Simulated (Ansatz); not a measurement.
**H on Ta(110): change of the work function**

Aim: the work function of Ta(110) at several coverages of H (hollow site), and the dipole that each adsorbate carries.

Program: Ansatz 0.2.0. Level of theory: plane-wave DFT, PBE, Ansatz PAW (set soft_1); PAW set soft_1. Values are calculated unless marked as measured.

**1. Set-up**

The cell holds 4 atoms: 4 Ta. Cell: a = 2.867 Å, b = 2.867 Å, c = 25.022 Å, α = 90.0°, β = 90.0°, γ = 70.5°. Vacuum lies along c.

**2. The clean slab**

The bare slab comes first, as the zero from which every change is counted. The two lowest layers are held at bulk places and the upper ones relax. The dipole correction removes the false field that a one-sided slab makes across the periodic vacuum, so each face gets a flat vacuum level of its own.

input.yaml reads:

```yaml
crystal:
  lattice:
    - [2.3405234457, -1.655, 0.0]
    - [2.3405234457, 1.655, 0.0]
    - [0.0, 0.0, 25.0215703372]
  atoms:
    - { symbol: Ta, position: [0.0, 0.0, 0.3596896549] }
    - { symbol: Ta, position: [0.5, 0.5, 0.453229885] }
    - { symbol: Ta, position: [0.0, 0.0, 0.546770115] }
    - { symbol: Ta, position: [0.5, 0.5, 0.6403103451] }
kpoints:
  mp_grid: { grid: [12, 12, 1] }
hamiltonian:
  xc: pbe
  pseudopotentials: { kind: paw, azcp: { folder: soft_1 } }
scf:
  occupations: { method: fermi_dirac, width: 0.1 }
  convergence: { dr2_threshold: 1.0e-08 }
efield:
  axis: 3
  dipole_correction: true
  ramp_position: 0.97
  ramp_width: 0.06
relax:
  f_tol: 0.02
  max_steps: 60
  constraints: [{ sites: [0, 1] }]
output:
  write_potential: true
  write_density: true
  volumetric_format: npy
```

Started as:

```bash
$ ansatz run input.yaml --threads 4 --pin off --max-ram 16384MiB --backend cpu --events-out ev --progress --plain --runs-dir out
```

Standard output:

```text
Engine: ansatz 0.2.0, aarch64-unknown-linux-gnu
Pseudopotentials: kind: paw
Pseudopotential: Ta, paw, valence charge 13, recommended cutoff 420 eV (normal), soft_1/Ta.paw.azcp
Functional definition: PBE
  parameter kappa = 0.804
  parameter beta = 0.066725
  exchange = pbe_x(kappa = kappa, mu = beta*pi^2/3)
  correlation = pbe_c(beta = beta)
Crystal: 4 atoms, lattice volume = 193.845 Å³
Basis set: ecut = 420 eV, 3793 PW (Γ), exchange–correlation on 40×40×360 points (8 copies of the dense FFT grid, shifted against one another)
Bands: 32, of which v1, the nominal top of the filled ones, is band 26 counted from 1 (25 counted from 0)
Symmetry: 4 space group operations
k-points: 43 of 144
Non-local potential: Ta, projectors of the file, l = 0: 3, l = 1: 2, l = 2: 2, l = 3: 1
PAW form: soft (Blöchl's): semilocal exchange-correlation on the pseudo side does not see the compensation charge
PAW one-centre angular grid: Ta, 590 points (default); XC on 64 Gauss nodes
Initial density: superposition of atomic densities (neutral atoms: chi_scale 0, normalization atom)
Initial wavefunctions: pseudopotential atomic-orbital guess
Functional: x = pbe(κ = 0.804, μ = 0.219515), c = pbe(β = 0.066725)
SCF iter   1: F=—  HF=-39733.470330 eV  |F-HF|=—  |Δ(HF+E_count)|=         —  Δρ=4.04e-2  dr2=4.25e1  ethr=3.10e-3  p=-0.000 e·Å  D=-2.47e-14 V/Å  ΔV_dip=0.00 eV  dr2_dipole=2.55e-8  V_vac-E_F(+/−)=7.31/7.31 eV  ⟨swp⟩=8.7  Hψ=7035  notcnv=0
efield: sawtooth ramp at fractional position 0.9700 (set: `efield.ramp_position`, or a place that a band, a saddle search or an elastic batch's reference lends), width 0.0600; the density the first Hamiltonian is built on has a dipole p = -0.000 e·Å; the dipole correction subtracts the counter field D = -2.47e-14 V/Å, which shifts the + side's vacuum level by +0.00 eV against the − side's; the planar-averaged density in the ramp window peaks in size at 1.7e-6 e/Å³
preconditioner: auto → LDOS  [metal: Δε(μ)=0.015 eV  Ē_g=4.411 eV  σ=0.100 eV  W_gap=0.04  n_scr=16 (ndim 8)  ℏωp=11.9 eV  f_vac=0.540  D(μ)=4.27/eV (n_scr^D=14)  β→1.0]
SCF iter   2: F=—  HF=-39731.260800 eV  |F-HF|=—  |Δ(HF+E_count)|=    2.21e0  Δρ=2.48e-2  dr2=1.60e1  ethr=3.10e-3  p=0.000 e·Å  D=5.47e-5 V/Å  ΔV_dip=-0.00 eV  dr2_dipole=9.12e-9  V_vac-E_F(+/−)=4.15/4.15 eV  ⟨swp⟩=4.2  Hψ=3462  notcnv=0
SCF iter   3: F=—  HF=-39730.712904 eV  |F-HF|=—  |Δ(HF+E_count)|=   5.48e-1  Δρ=5.30e-3  dr2=5.33e-1  ethr=3.10e-3  p=0.000 e·Å  D=9.94e-6 V/Å  ΔV_dip=-0.00 eV  dr2_dipole=1.18e-8  V_vac-E_F(+/−)=5.26/5.26 eV  ⟨swp⟩=3.6  Hψ=3093  notcnv=0
SCF iter   4: F=—  HF=-39730.697614 eV  |F-HF|=—  |Δ(HF+E_count)|=   1.53e-2  Δρ=1.52e-3  dr2=1.87e-2  ethr=1.02e-3  p=0.000 e·Å  D=8.49e-6 V/Å  ΔV_dip=-0.00 eV  dr2_dipole=2.67e-8  V_vac-E_F(+/−)=4.91/4.91 eV  ⟨swp⟩=2.0  Hψ=1761  notcnv=0
SCF iter   5: F=—  HF=-39730.696114 eV  |F-HF|=—  |Δ(HF+E_count)|=   1.50e-3  Δρ=7.07e-4  dr2=8.61e-3  ethr=3.59e-5  p=0.000 e·Å  D=3.11e-6 V/Å  ΔV_dip=-0.00 eV  dr2_dipole=1.91e-10  V_vac-E_F(+/−)=4.84/4.84 eV  ⟨swp⟩=2.0  Hψ=1816  notcnv=0
SCF iter   6: F=—  HF=-39730.695980 eV  |F-HF|=—  |Δ(HF+E_count)|=   1.34e-4  Δρ=1.77e-4  dr2=2.11e-4  ethr=1.66e-5  p=0.000 e·Å  D=1.86e-6 V/Å  ΔV_dip=-0.00 eV  dr2_dipole=4.67e-11  V_vac-E_F(+/−)=4.83/4.83 eV  ⟨swp⟩=1.2  Hψ=1399  notcnv=0
SCF iter   7: F=—  HF=-39730.695970 eV  |F-HF|=—  |Δ(HF+E_count)|=   9.73e-6  Δρ=5.51e-5  dr2=9.36e-6  ethr=4.07e-7  p=0.000 e·Å  D=6.56e-7 V/Å  ΔV_dip=-0.00 eV  dr2_dipole=2.61e-11  V_vac-E_F(+/−)=4.82/4.82 eV  ⟨swp⟩=2.1  Hψ=2297  notcnv=0
SCF iter   8: F=—  HF=-39730.695852 eV  |F-HF|=—  |Δ(HF+E_count)|=   1.18e-4  Δρ=1.79e-5  dr2=2.30e-6  ethr=1.80e-8  p=0.000 e·Å  D=2.35e-7 V/Å  ΔV_dip=-0.00 eV  dr2_dipole=3.54e-12  V_vac-E_F(+/−)=4.81/4.81 eV  ⟨swp⟩=2.8  Hψ=2527  notcnv=0
SCF iter   9: F=—  HF=-39730.695853 eV  |F-HF|=—  |Δ(HF+E_count)|=   5.12e-7  Δρ=4.46e-6  dr2=1.15e-7  ethr=4.42e-9  p=0.000 e·Å  D=7.51e-8 V/Å  ΔV_dip=-0.00 eV  dr2_dipole=3.88e-14  V_vac-E_F(+/−)=4.81/4.81 eV  ⟨swp⟩=2.0  Hψ=1617  notcnv=0
SCF iter  10: F=-39730.695853 eV  HF=-39730.695853 eV  |F-HF|=7.18e-9  |Δ(HF+E_count)|=   6.04e-8  Δρ=1.01e-6  dr2=3.47e-9  ethr=1.92e-11  p=0.000 e·Å  D=2.41e-8 V/Å  ΔV_dip=-0.00 eV  dr2_dipole=3.23e-16  V_vac-E_F(+/−)=4.81/4.81 eV  ⟨swp⟩=11.0  Hψ=10636  notcnv=0
SCF 1 converged in 10 iterations: F = -39730.695853 eV  dr2 = 3.47e-9
  greatest PAW one-centre occupation: 0.999 electrons in one spin orbital (limit 2), on the Ta atom at site 2 (counted from 0), in its partial waves of l = 0
relax step   1: F+E_penalty+E_count = -39730.69585294 eV  Δ(F+E_penalty+E_count) = +0.000e0 eV  max|allowed force component| = 4.146e-1 eV/Å  Δτ_max = 0.0000 Å  (10 SCF iters, accepted)
Initial density: handed on by an earlier stage of this run
Initial wavefunctions: those handed on with the density
iter 1 solved again at ethr=2.34e-3 eV; its pass at ethr=3.10e-3 eV (dr2=1.22e0 eV) is discarded
SCF iter   1: F=—  HF=-39730.772528 eV  |F-HF|=—  |Δ(HF+E_count)|=         —  Δρ=1.01e-2  dr2=1.13e0  ethr=2.34e-3  p=-0.000 e·Å  D=-3.23e-7 V/Å  ΔV_dip=0.00 eV  dr2_dipole=4.05e-3  V_vac-E_F(+/−)=4.85/4.85 eV  ⟨swp⟩=1.2  Hψ=5142  notcnv=0
efield: sawtooth ramp at fractional position 0.9700 (set: `efield.ramp_position`, or a place that a band, a saddle search or an elastic batch's reference lends), width 0.0600; the density the first Hamiltonian is built on has a dipole p = -0.000 e·Å; the dipole correction subtracts the counter field D = -3.23e-7 V/Å, which shifts the + side's vacuum level by +0.00 eV against the − side's; the planar-averaged density in the ramp window peaks in size at 3.8e-6 e/Å³
preconditioner: auto → LDOS  [metal: Δε(μ)=0.001 eV  Ē_g=3.959 eV  σ=0.100 eV  W_gap=0.00  n_scr=16 (ndim 8)  ℏωp=11.9 eV  f_vac=0.554  D(μ)=5.52/eV (n_scr^D=18)  β→1.0]
SCF iter   2: F=—  HF=-39730.697448 eV  |F-HF|=—  |Δ(HF+E_count)|=   7.51e-2  Δρ=5.43e-3  dr2=2.67e-1  ethr=2.18e-3  p=0.012 e·Å  D=1.11e-2 V/Å  ΔV_dip=-0.28 eV  dr2_dipole=1.22e-2  V_vac-E_F(+/−)=4.53/4.81 eV  ⟨swp⟩=2.6  Hψ=2099  notcnv=0
SCF iter   3: F=—  HF=-39730.678284 eV  |F-HF|=—  |Δ(HF+E_count)|=   1.92e-2  Δρ=1.88e-3  dr2=3.06e-2  ethr=5.14e-4  p=0.006 e·Å  D=5.74e-3 V/Å  ΔV_dip=-0.14 eV  dr2_dipole=1.47e-3  V_vac-E_F(+/−)=4.68/4.83 eV  ⟨swp⟩=2.6  Hψ=2556  notcnv=0
SCF iter   4: F=—  HF=-39730.673999 eV  |F-HF|=—  |Δ(HF+E_count)|=   4.28e-3  Δρ=4.55e-4  dr2=8.07e-4  ethr=5.89e-5  p=0.007 e·Å  D=6.16e-3 V/Å  ΔV_dip=-0.15 eV  dr2_dipole=3.01e-5  V_vac-E_F(+/−)=4.67/4.82 eV  ⟨swp⟩=3.0  Hψ=2415  notcnv=0
SCF iter   5: F=—  HF=-39730.674170 eV  |F-HF|=—  |Δ(HF+E_count)|=   1.71e-4  Δρ=1.61e-4  dr2=1.21e-4  ethr=1.55e-6  p=0.006 e·Å  D=5.93e-3 V/Å  ΔV_dip=-0.15 eV  dr2_dipole=1.06e-5  V_vac-E_F(+/−)=4.67/4.82 eV  ⟨swp⟩=2.4  Hψ=2084  notcnv=0
SCF iter   6: F=—  HF=-39730.674206 eV  |F-HF|=—  |Δ(HF+E_count)|=   3.54e-5  Δρ=4.91e-5  dr2=2.17e-5  ethr=2.32e-7  p=0.006 e·Å  D=5.57e-3 V/Å  ΔV_dip=-0.14 eV  dr2_dipole=5.07e-6  V_vac-E_F(+/−)=4.68/4.82 eV  ⟨swp⟩=2.3  Hψ=1986  notcnv=0
SCF iter   7: F=—  HF=-39730.674216 eV  |F-HF|=—  |Δ(HF+E_count)|=   9.80e-6  Δρ=1.59e-5  dr2=1.43e-6  ethr=4.17e-8  p=0.006 e·Å  D=5.45e-3 V/Å  ΔV_dip=-0.14 eV  dr2_dipole=1.35e-10  V_vac-E_F(+/−)=4.69/4.82 eV  ⟨swp⟩=2.1  Hψ=1792  notcnv=0
SCF iter   8: F=—  HF=-39730.674082 eV  |F-HF|=—  |Δ(HF+E_count)|=   1.33e-4  Δρ=4.56e-6  dr2=5.43e-8  ethr=2.75e-9  p=0.006 e·Å  D=5.36e-3 V/Å  ΔV_dip=-0.13 eV  dr2_dipole=6.68e-10  V_vac-E_F(+/−)=4.69/4.82 eV  ⟨swp⟩=2.3  Hψ=2050  notcnv=0
SCF iter   9: F=—  HF=-39730.674082 eV  |F-HF|=—  |Δ(HF+E_count)|=   5.99e-8  Δρ=1.50e-6  dr2=1.23e-8  ethr=1.92e-11  p=0.006 e·Å  D=5.34e-3 V/Å  ΔV_dip=-0.13 eV  dr2_dipole=3.17e-9  V_vac-E_F(+/−)=4.69/4.82 eV  ⟨swp⟩=11.0  Hψ=10837  notcnv=0
SCF iter  10: F=-39730.674082 eV  HF=-39730.674082 eV  |F-HF|=1.80e-9  |Δ(HF+E_count)|=   1.61e-8  Δρ=4.31e-7  dr2=4.32e-10  ethr=1.92e-11  p=0.006 e·Å  D=5.34e-3 V/Å  ΔV_dip=-0.13 eV  dr2_dipole=5.77e-11  V_vac-E_F(+/−)=4.69/4.82 eV  ⟨swp⟩=9.8  Hψ=9415  notcnv=0
SCF 2 converged in 10 iterations: F = -39730.674082 eV  dr2 = 4.32e-10
relax step   2: F+E_penalty+E_count = -39730.67408250 eV  Δ(F+E_penalty+E_count) = +2.177e-2 eV  max|allowed force component| = 7.813e-1 eV/Å  Δτ_max = 0.1926 Å  (10 SCF iters, rejected (line search))
iter 1 solved again at ethr=8.28e-4 eV; its pass at ethr=3.10e-3 eV (dr2=4.31e-1 eV) is discarded
SCF iter   1: F=—  HF=-39730.748368 eV  |F-HF|=—  |Δ(HF+E_count)|=         —  Δρ=5.73e-3  dr2=4.22e-1  ethr=8.28e-4  p=0.006 e·Å  D=5.34e-3 V/Å  ΔV_dip=-0.13 eV  dr2_dipole=3.78e-3  V_vac-E_F(+/−)=4.67/4.80 eV  ⟨swp⟩=1.4  Hψ=4852  notcnv=0
efield: sawtooth ramp at fractional position 0.9700 (set: `efield.ramp_position`, or a place that a band, a saddle search or an elastic batch's reference lends), width 0.0600; the density the first Hamiltonian is built on has a dipole p = 0.006 e·Å; the dipole correction subtracts the counter field D = 5.34e-3 V/Å, which shifts the + side's vacuum level by -0.13 eV against the − side's; the planar-averaged density in the ramp window peaks in size at 2.1e-6 e/Å³
preconditioner: auto → LDOS  [metal: Δε(μ)=0.011 eV  Ē_g=3.847 eV  σ=0.100 eV  W_gap=0.03  n_scr=16 (ndim 8)  ℏωp=11.9 eV  f_vac=0.547  D(μ)=5.97/eV (n_scr^D=30)  β→1.0]
SCF iter   2: F=—  HF=-39730.721417 eV  |F-HF|=—  |Δ(HF+E_count)|=   2.70e-2  Δρ=2.91e-3  dr2=4.86e-2  ethr=8.11e-4  p=-0.002 e·Å  D=-1.55e-3 V/Å  ΔV_dip=0.04 eV  dr2_dipole=1.21e-3  V_vac-E_F(+/−)=4.86/4.82 eV  ⟨swp⟩=2.2  Hψ=2044  notcnv=0
SCF iter   3: F=—  HF=-39730.717041 eV  |F-HF|=—  |Δ(HF+E_count)|=   4.38e-3  Δρ=1.15e-3  dr2=1.39e-2  ethr=9.36e-5  p=0.002 e·Å  D=2.13e-3 V/Å  ΔV_dip=-0.05 eV  dr2_dipole=1.43e-3  V_vac-E_F(+/−)=4.76/4.82 eV  ⟨swp⟩=2.8  Hψ=2660  notcnv=0
SCF iter   4: F=—  HF=-39730.715477 eV  |F-HF|=—  |Δ(HF+E_count)|=   1.56e-3  Δρ=3.33e-4  dr2=1.38e-3  ethr=2.67e-5  p=0.002 e·Å  D=1.81e-3 V/Å  ΔV_dip=-0.05 eV  dr2_dipole=2.54e-4  V_vac-E_F(+/−)=4.77/4.82 eV  ⟨swp⟩=2.1  Hψ=1808  notcnv=0
SCF iter   5: F=—  HF=-39730.715420 eV  |F-HF|=—  |Δ(HF+E_count)|=   5.71e-5  Δρ=1.04e-4  dr2=8.02e-5  ethr=2.65e-6  p=0.002 e·Å  D=1.72e-3 V/Å  ΔV_dip=-0.04 eV  dr2_dipole=6.72e-6  V_vac-E_F(+/−)=4.77/4.81 eV  ⟨swp⟩=1.9  Hψ=1542  notcnv=0
SCF iter   6: F=—  HF=-39730.715425 eV  |F-HF|=—  |Δ(HF+E_count)|=   5.42e-6  Δρ=2.73e-5  dr2=2.20e-6  ethr=1.54e-7  p=0.002 e·Å  D=1.84e-3 V/Å  ΔV_dip=-0.05 eV  dr2_dipole=4.83e-8  V_vac-E_F(+/−)=4.77/4.81 eV  ⟨swp⟩=2.7  Hψ=2437  notcnv=0
SCF iter   7: F=—  HF=-39730.715296 eV  |F-HF|=—  |Δ(HF+E_count)|=   1.29e-4  Δρ=1.03e-5  dr2=3.62e-7  ethr=4.24e-9  p=0.002 e·Å  D=1.92e-3 V/Å  ΔV_dip=-0.05 eV  dr2_dipole=3.91e-8  V_vac-E_F(+/−)=4.77/4.81 eV  ⟨swp⟩=2.3  Hψ=2145  notcnv=0
SCF iter   8: F=—  HF=-39730.715296 eV  |F-HF|=—  |Δ(HF+E_count)|=   2.68e-7  Δρ=2.59e-6  dr2=4.59e-8  ethr=6.96e-10  p=0.002 e·Å  D=1.99e-3 V/Å  ΔV_dip=-0.05 eV  dr2_dipole=6.19e-9  V_vac-E_F(+/−)=4.76/4.81 eV  ⟨swp⟩=2.2  Hψ=2001  notcnv=0
SCF iter   9: F=-39730.715296 eV  HF=-39730.715296 eV  |F-HF|=7.06e-9  |Δ(HF+E_count)|=   1.74e-8  Δρ=9.59e-7  dr2=3.07e-9  ethr=1.92e-11  p=0.002 e·Å  D=2.01e-3 V/Å  ΔV_dip=-0.05 eV  dr2_dipole=2.10e-10  V_vac-E_F(+/−)=4.76/4.81 eV  ⟨swp⟩=10.5  Hψ=10415  notcnv=0
SCF 3 converged in 9 iterations: F = -39730.715296 eV  dr2 = 3.07e-9
relax step   3: F+E_penalty+E_count = -39730.71529607 eV  Δ(F+E_penalty+E_count) = -1.944e-2 eV  max|allowed force component| = 1.790e-2 eV/Å  Δτ_max = 0.0885 Å  (9 SCF iters, accepted)
NSCF: frozen V_eff on 43 k-points
the band table was solved once a step of the walk had ended and its energy, with any forces and stress, was formed, with the checks that follow a solve (7060 applications of the Hamiltonian). They found nothing against the state; the energy, forces and stress were not computed again (output.eigenvalues in the input reference)
SCF converged after 9 iterations
Free energy (F): -39730.715296 eV
Harris-Foulkes:  -39730.715296 eV  (|F-HF|=7.06e-9)
Internal energy: -39730.526412 eV  (E = F + TS)
E sigma→0 (E₀):  -39730.620854 eV
Entropy (-TS):   -0.188885 eV (-47.221 meV/atom)
Fermi energy:    4.054814 eV
Dipole field:    D = 0.002025 V/Å  (p = 0.002170 e·Å, saw-weighted, corrected)
Work function:   Φ+ = 4.7643 eV   Φ− = 4.8149 eV
Levels:          The Fermi level and band energies are counted from a zero that moves with the ramp; work functions are not
--- Per-component energies (eV) ---
  E_band       = -1178.291845
  E_kinetic    = 1568.526627
  E_local      = -55626.631560  (includes V_loc(G=0)·N_el)
  E_nonlocal   = -44.056760
  E_hartree    = 27132.529786
  E_xc         = -1281.267391
  E_vxc        = -929.553859  (∫ρ·V_xc dr)
  E_paw        = -33218.086578  (= ΣΔE_a)
  E_vpaw       = -411.640965  (= ΣTr[D̂ρ^β])
  E_aug_tail   = 0.000372  (compensation charges beyond the density's cutoff)
  E_efield     = 0.000002  (sawtooth field / dipole correction)
  E_vefield    = 0.002264  (∫n·V_field dr)
  E_ewald      = 21738.459090
  E_smearing   = -0.188885  (= −TS)
  E_closure    = -0.000000  (closes the sum)
  Σ components = -39730.715296   (vs F -39730.715296, Δ=0.00e0)
--- Forces (eV/Å), atoms counted from 1 ---
  atom   1  Ta     0.00000000     0.00000000     0.43130047
  atom   2  Ta     0.00000000     0.00000000    -0.43293159
  atom   3  Ta     0.00000000     0.00000000    -0.01625941
  atom   4  Ta     0.00000000     0.00000000     0.01790071
  max |Σ_I F_I| component: 1.02e-5 eV/Å
--- Band table (eV; the first three rows and the last of 43) ---
  k-point 0: bands = [... 22 lower, 3.5326, 3.7517, 3.8570, 4.4224, 4.4709, 4.6115, 5.0700, 5.2961, ... 2 higher]
  k-point 1: bands = [... 22 lower, 3.4492, 3.7332, 3.8559, 4.2092, 4.4033, 4.6834, 5.0005, 5.1567, ... 2 higher]
  k-point 2: bands = [... 22 lower, 3.2782, 3.5714, 3.7652, 3.8503, 4.0793, 4.3608, 5.1752, 5.4147, ... 2 higher]
  k-point 42: bands = [... 22 lower, 2.8527, 3.3065, 4.1827, 5.6253, 5.9299, 6.4243, 6.4753, 6.5199, ... 2 higher]
--- Relaxed structure (3 steps of the walk, 2 accepted, 0 SCFs on fresh bases) ---
  F+E_penalty+E_count = -39730.71529607 eV   max|allowed force component| = 1.790e-2 eV/Å
  atoms:
    - { symbol: Ta, position: [0.0, 0.0, 0.3596896549] }
    - { symbol: Ta, position: [0.5, 0.5, 0.453230] }
    - { symbol: Ta, position: [0.0, 0.0, 0.546878] }
    - { symbol: Ta, position: [0.5, 0.5, 0.636773] }
```

Run time: 20 s. Hardware: 4 threads of Arm Neoverse V1, shared host; peak memory 0.56 GiB; 78 s of CPU time.

Step by step:

```csv
step,energy less that of the first step (eV),largest force component (eV/Å)
1,0.0000,0.4146
2,0.0218,0.7813
3,-0.0194,0.0179
```

Relaxation step 2 was tried and not accepted.

The run keeps the 4 symmetry operations that the program found, so distortions that break them were not tested.

The atoms that moved most (Å):

```csv
atom,dx,dy,dz,length
Ta4,0.000,0.000,-0.089,0.089
```

This step gave:

```yaml
energy_at_zero_smearing: -39730.6209 eV
work_function_upper_face: 4.764 eV
work_function_lower_face: 4.815 eV
dipole_along_the_normal: 0.002170 e·Å
step_between_the_vacuum_levels: -0.05068 eV
```

Running mean over 2.341 Å of the planar mean; the ramp of the sawtooth is left out. Electron's electrostatic potential energy less the Fermi level against z:

```csv
z (Å),electron's electrostatic potential energy less the Fermi level (eV)
4,4.81
5,4.80
6,4.62
7,2.97
8,-4.90
9,-9.71
10,-9.65
11,-9.59
12,-9.57
13,-9.57
14,-9.87
15,-10.4
16,-9.74
17,-4.30
18,3.18
19,4.60
20,4.75
21,4.76
```

The relaxation took 3 steps and lowered the energy by 0.019 eV; the largest force on the free atoms ends at 0.018 eV/Å.

The work function of the upper face is 4.76 eV.

(Part 1 of 4 ends here.)

[Long decimals in the printed logs are rounded to 6 places.]

[Logs are printed without paths, hosts, clocks, repeated set-up lines and the standing remarks that a program may print on its own settings, such as how far it seeks lower states.]

[Hosts, paths, dates, database ids (printed as entryN), source tags and the programs' standing remarks are cut or masked in the printed files.]

[Maps of the electrostatic potential energy from Ansatz leave out the sawtooth potential of an applied field or a dipole correction, so their vacuum need not be flat; planar profiles and work functions include it.]
